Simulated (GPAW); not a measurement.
# Ballistic transport through a Li chain with one Ag atom in line, from relaxation to T(E), part 3 of 3

How well does a Li chain with one Ag atom in line conduct once its atoms have relaxed, and how much do cheaper levels lose?

GPAW 26.7.0; GPAW LCAO, PAW setups; relaxation of the junction within the symmetry of its start, lead ends held (the session's first sound run).

So far, transmission at the Fermi level (one spin): step 3 (double-zeta polarised basis, PBE, GPAW) 0.443; step 4 (basis szp(dzp), PBE, GPAW) 0.479; step 5 (basis sz(dzp), PBE, GPAW) 0.777; step 6 (RPBE) 0.433; step 7 (the structure as built: geometry = "as built", PBE, GPAW) 0.416. Also open channels of the lead at the Fermi level (one spin): 1 in steps 3, 4, 5 and 6.

## (9) The levels side by side

The curves are compared point by point over the common energies.

This step: comparison of transmission and cost over codes, levels and geometry (GPAW 26.7.0).

Ladder, by row:

```
    step  code  T at the Fermi level (sum over the listed spins)  conductance (G0)  r.m.s. T(E) from the first  wall time (s)  peak memory (GiB)  threads
     dzp  GPAW                                             0.443            0.4419                           0          28.04               1.09        1
     szp  GPAW                                            0.4794            0.4784                     0.06392          27.25               1.08        1
      sz  GPAW                                            0.7769            0.7762                      0.2722          19.52               1.02        1
dzp-RPBE  GPAW                                            0.4333            0.4324                     0.02928          27.98               1.09        1
 asbuilt  GPAW                                            0.4162            0.4155                     0.04779          26.58               1.09        1
```

The transmission, zone mean, sum over the listed spins by energy, zero at the Fermi level:

```
energy (eV)     dzp      szp      sz  dzp-RPBE  asbuilt
    -2.0000       0        0       0         0        0
    -1.7500       0        0       0         0        0
    -1.5000       0        0       0         0        0
    -1.2500       0        0       0         0        0
    -1.0000       0        0  0.0232         0        0
    -0.7500  0.0149  0.00609   0.319    0.0207   0.0283
    -0.5000   0.198    0.198   0.532     0.216    0.276
    -0.2500   0.353    0.373   0.703     0.361    0.386
     0.0000   0.443    0.479   0.777     0.433    0.416
     0.2500   0.478    0.533   0.813     0.457    0.411
     0.5000   0.511    0.591   0.865     0.484    0.426
     0.7500   0.549    0.655   0.928     0.515    0.468
     1.0000   0.584    0.709   0.978     0.544    0.517
     1.2500   0.631    0.755   0.999     0.585    0.575
     1.5000   0.713    0.800   0.980     0.659    0.671
     1.7500   0.841    0.843   0.923     0.783    0.839
     2.0000   0.983    0.876   0.843     0.945    0.997
```

## (10) Smearing 0.2, grid spacing 0.3, density threshold 0.01

Smearing helps the SCF of a metal converge, but it blurs occupations at band edges near the Fermi level. The real-space grid carries density and potential; a coarse one breaks translation symmetry along the lead and scatters electrons that should pass. The Hamiltonian is taken from the last density. The density threshold is one of the tests that end the cycle; the energy must settle too, so a loose value may not be the test that decides.

This step: GPAW LCAO, PAW setups; Landauer transmission from Green's functions with principal layers (ASE), zero bias (GPAW 26.7.0).

run.py

```python
import json
import numpy as np
from ase import Atoms
from ase.transport.calculators import TransportCalculator
from gpaw import GPAW, FermiDirac
from gpaw.lcao.tools import get_lcao_hamiltonian
from scipy.linalg import eigh

# The junction with lead layers at both ends, along the third cell vector
device = Atoms(
    ['Li', 'Li', 'Li', 'Li', 'Li', 'Li', 'Ag', 'Li', 'Li', 'Li', 'Li', 'Li', 'Li'],
    positions=[
        [4.50000, 4.50000, 1.47500],
        [4.50000, 4.50000, 4.42500],
        [4.50000, 4.50000, 7.37500],
        [4.50000, 4.50000, 10.32500],
        [4.50000, 4.50000, 13.27500],
        [4.50000, 4.50000, 16.41662],
        [4.50000, 4.50000, 18.94450],
        [4.50000, 4.50000, 21.47238],
        [4.50000, 4.50000, 24.61400],
        [4.50000, 4.50000, 27.56400],
        [4.50000, 4.50000, 30.51400],
        [4.50000, 4.50000, 33.46400],
        [4.50000, 4.50000, 36.41400]],
    cell=[[9.0, 0.0, 0.0], [0.0, 9.0, 0.0], [0.0, 0.0, 37.889]],
    pbc=True)

# One principal layer of the lead: the first 3 atoms of the device
lead = Atoms(
    ['Li', 'Li', 'Li'],
    positions=[
        [4.50000, 4.50000, 1.47500],
        [4.50000, 4.50000, 4.42500],
        [4.50000, 4.50000, 7.37500]],
    cell=[[9.0, 0.0, 0.0], [0.0, 9.0, 0.0], [0.0, 0.0, 8.85]],
    pbc=True)

settings = dict(mode='lcao', basis='dzp', xc='PBE', h=0.3,
                occupations=FermiDirac(0.2), maxiter=250,
                mixer=dict(beta=0.1, nmaxold=8, weight=100.0),
                convergence=dict(density=0.01))
energies = np.arange(-2, 2 + 1e-9, 0.025)
eta = 0.0001
n1, n2 = 1, 1
# k and -k transmit alike, so half of the mesh across the current serves
mesh = [(i, j) for i in range(n1) for j in range(n2) if (i, j) <= (-i % n1, -j % n2)]
weights = np.array([1 if (i, j) == (-i % n1, -j % n2) else 2 for i, j in mesh]) / (n1 * n2)


def ground_state(atoms, size, txt):
    atoms.calc = GPAW(kpts={'size': size, 'gamma': True}, symmetry={'tolerance': 1e-3}, txt=txt, **settings)
    atoms.get_potential_energy()
    return atoms.calc.get_fermi_level()


def blocks(atoms, fermi, points, nz, cells):
    """H - E_F S and S between cell 0 and the cells above it, at each point across the current."""
    kz = np.arange(nz) / nz
    calc = atoms.calc.fixed_density(kpts=[(*k, z) for k in points for z in kz], symmetry='off', txt=None)
    H, S = get_lcao_hamiltonian(calc)
    H = (H - fermi * S).reshape(len(H), len(points), nz, *S.shape[1:])
    S = S.reshape(H.shape[1:])
    phases = [np.exp(-2j * np.pi * kz * R) / nz for R in cells]
    return [(np.einsum('skzij,z->ksij', H, p), np.einsum('kzij,z->kij', S, p)) for p in phases]


def pair(a, b):
    return np.block([[a, b], [b.T.conj(), a]])


def count_channels(h, s, cells, nk=240):
    """Half the number of times that the lead's bands cross each energy, unfolded to its shortest repeat."""
    b = len(h) // cells
    bands = []
    for k in (np.arange(nk + 1) + 0.5) / nk:
        hk, sk = h[:b, :b].copy(), s[:b, :b].copy()
        for R in range(1, cells):
            phase, block = np.exp(2j * np.pi * k * R), slice(R * b, (R + 1) * b)
            hk += h[:b, block] * phase + (h[:b, block] * phase).T.conj()
            sk += s[:b, block] * phase + (s[:b, block] * phase).T.conj()
        w, u = eigh(sk)
        x = u[:, w > 1e-5] / w[w > 1e-5]**0.5  # drop near-dependent combinations
        bands.append(np.r_[eigh(x.T.conj() @ hk @ x, eigvals_only=True), [1e9] * (w <= 1e-5).sum()])
    below = np.array(bands)[:, :, None] < energies
    return (below[1:] != below[:-1]).sum((0, 1)) / 2


fermi_lead = ground_state(lead, (1, 1, 13), 'lead.txt')
fermi_device = ground_state(device, (1, 1, 2), 'device.txt')
T, channels, eigen, tail, misfit, shifts = [], [], [], 0.0, 0.0, []
for first in range(0, len(mesh), 657):
    points = [(i / n1, j / n2) for i, j in mesh[first:first + 657]]
    (H0k, S0k), (H1k, S1k), (H2k, _) = blocks(lead, fermi_lead, points, 5, range(3))
    [(Hk, Sk)] = blocks(device, fermi_device, points, 2, [0])
    tail = max(tail, abs(H2k).max())
    for H0, S0, H1, S1, H, S in zip(H0k, S0k, H1k, S1k, Hk, Sk):
        n = len(S0)
        # Shift the lead onto the potential of the device's first layer
        shift = ((H[:, 0, 0] - H0[:, 0, 0]) / S0[0, 0]).real.mean()
        shifts.append(shift)
        misfit = max(misfit, abs(H[:, :n, :n] - H0 - shift * S0).max())
        Tk, Ck, Ek = [], [], []
        for s in range(len(H)):
            t = s % len(H0)  # a lead without moments serves both spins
            h1, s1 = pair(H0[t] + shift * S0, H1[t] + shift * S1), pair(S0, S1)
            leads = dict(h1=h1, s1=s1, energies=energies, eta=eta, eta1=eta, eta2=eta)
            calc = TransportCalculator(h=H[s], s=S, eigenchannels=3, **leads)
            Tk.append(calc.get_transmission())
            Ek.append(np.sort(calc.eigenchannels_ne, axis=0)[::-1])
            Ck.append(count_channels(h1, s1, 6))
        T.append(Tk)
        channels.append(Ck)
        eigen.append(Ek)
T, channels = np.array(T), np.array(channels)
mean, open_channels = np.einsum('kse,k->se', T, weights), np.einsum('kse,k->se', channels, weights)

print(f'basis functions: device {len(S)}, principal layer {n}')
print(f'Fermi level: lead {fermi_lead:.4f} eV, device {fermi_device:.4f} eV; lead shifted by {np.mean(shifts):.4f} eV')
print(f'largest coupling past the next layer {tail:.2e} eV, largest misfit of the first layer {misfit:.3f} eV')
print('  E-E_F (eV)   ' + 'T (one spin)  channels')
for e, t, c in zip(energies, mean.T, open_channels.T):
    print(f'{e:10.3f}  ', *[f'{x:11.4e}' for x in t], *[f'{x:9.4f}' for x in c])

kT = 8.617333e-5 * 300
fine = np.linspace(energies[0], energies[-1], 4001)
both = np.exp(np.interp(fine, energies, np.log(np.maximum(mean.sum(0) * 2 / len(mean), 1e-30))))
fermi = lambda mu: 1 / (1 + np.exp(np.clip((fine - mu) / kT, -200, 200)))
slope = fermi(0) * (1 - fermi(0)) / kT
G = np.trapezoid(both * slope, fine) / 2
seebeck = -np.trapezoid(both * slope * fine, fine) / (2 * G * 300) * 1e6
print(f'conductance at 300 K: {G:.5g} G0 a cell; thermopower {seebeck:.4g} uV/K')
bias = [0.1, 0.2, 0.5, 1.0, 1.5, 2.0]
current = [38.74 * np.trapezoid(both * (fermi(V / 2) - fermi(-V / 2)), fine) for V in bias]
for V, I in zip(bias, current):
    print(f'current from the zero-bias T(E) at {V} V: {I:.5g} uA')
zero = abs(energies).argmin()
json.dump(dict(energies=energies.tolist(), T=mean.tolist(), channels=open_channels.tolist(), G=G, seebeck=seebeck,
               bias=bias, current=current, tail=tail, misfit=misfit, shift=np.mean(shifts), n_device=len(S), n_lead=n,
               fermi=[fermi_lead, fermi_device], energy=device.get_potential_energy(),
               moments=device.get_magnetic_moments().tolist(), mesh=mesh, weights=weights.tolist(),
               T_k=T[:, :, zero].tolist(), eigen=np.array(eigen[0]).tolist()), open('result.json', 'w'))
```

Run with:

```
OMP_NUM_THREADS=1 OPENBLAS_NUM_THREADS=1 python run.py
```

What it wrote:

```text
basis functions: device 87, principal layer 15
Fermi level: lead -2.6941 eV, device -2.7002 eV; lead shifted by 0.0211 eV
largest coupling past the next layer 1.28e-08 eV, largest misfit of the first layer 0.039 eV
  E-E_F (eV)   T (one spin)  channels
    -2.000    4.9408e-17    0.0000
    -1.975    4.8888e-17    0.0000
    -1.950    4.8365e-17    0.0000
    -1.925    4.7837e-17    0.0000
    -1.900    4.7306e-17    0.0000
    -1.875    4.6771e-17    0.0000
    -1.850    4.6233e-17    0.0000
    -1.825    4.5690e-17    0.0000
    -1.800    4.5144e-17    0.0000
    -1.775    4.4594e-17    0.0000
    -1.750    4.4040e-17    0.0000
    -1.725    4.3482e-17    0.0000
    -1.700    4.2920e-17    0.0000
    -1.675    4.2353e-17    0.0000
    -1.650    4.1781e-17    0.0000
    -1.625    4.1204e-17    0.0000
[...]
1.825    7.8815e-01    1.0000
     1.850    8.0728e-01    1.0000
     1.875    8.2743e-01    1.0000
     1.900    8.4849e-01    1.0000
     1.925    8.7029e-01    1.0000
     1.950    8.9257e-01    1.0000
     1.975    9.1493e-01    1.0000
     2.000    9.3680e-01    1.0000
conductance at 300 K: 0.41247 G0 a cell; thermopower -4.811 uV/K
current from the zero-bias T(E) at 0.1 V: 3.1929 uA
current from the zero-bias T(E) at 0.2 V: 6.3683 uA
current from the zero-bias T(E) at 0.5 V: 15.654 uA
current from the zero-bias T(E) at 1.0 V: 29.995 uA
current from the zero-bias T(E) at 1.5 V: 42.249 uA
current from the zero-bias T(E) at 2.0 V: 53.074 uA
```

Run time: 7.8 s. Hardware: 1 thread of Arm Neoverse V2, shared host; peak memory 0.39 GiB.

The run finished with changed settings (width = 0.2, h = 0.3 and conv = 0.01); it serves as a test.

Side by side:

```
                                           quantity  this run  sound run  difference
                                   conductance (G₀)   0.41247    0.44191     -0.0294
                                 thermopower (μV/K)   -4.8114    -3.5371       -1.27
largest coupling past the next principal layer (eV)  1.276e-8   1.280e-8    -4.2e-11
   largest misfit of the first principal layer (eV)  0.038870   0.013813      0.0251
                    shift that aligns the lead (eV)  0.021105   2.804e-4      0.0208
         transmission at the Fermi level (one spin)   0.41355    0.44300     -0.0294
```

One result that differs is the thermopower, -4.81 μV/K against -3.54 μV/K.

## (11) Outcome

* conductance: 0.442 G₀
* transmission at the Fermi level, mean of the spins: 0.443
* thermopower: -3.54 μV/K
* open channels of the lead there: 1

In words: In the dzp basis the junction conducts 0.442 G₀ at 300 K, with T = 0.443 a spin at the Fermi level; the szp basis reaches that conductance within 10 %. Relaxation moved atoms by up to 0.19 Å and took the conductance from 0.415 to 0.442 G₀, as a ratio a smaller change than the step from dzp to the minimal basis. The scatterer reflects about 56 % of the incoming channels at the Fermi level. At the Fermi level one eigenchannel carries the current (0.44). Measured against the first run (dzp), the nearest curve is that of dzp-RPBE (r.m.s. 0.029) and the farthest that of sz (0.27). Over the compared runs wall time goes from 20 s (sz) to 28 s (dzp), on a shared host. The leads kept an estimated spacing and the cell its length, so the junction may be under some tension or compression. The geometry comes from the orbital basis, which tends to overbind, and kept the symmetry of the start, so a structure of lower symmetry may lie lower. The run had no spin polarisation, so a magnetic state, which chains and small molecules with open shells often have, wasn't tested. An evenly spaced straight chain is an idealisation: free chains tend to dimerise, zigzag or, where a band edge lies near the Fermi level, turn magnetic. The currents use the zero-bias T(E) throughout, which holds only while the bias is small against the distance to the nearest feature.

[Logs are printed without paths, hosts, clocks, repeated set-up lines and the standing remarks that a program may print on its own settings, such as how far it seeks lower states.]

[Hosts, paths, dates, database ids (printed as entryN), source tags and the programs' standing remarks are cut or masked in the printed files.]
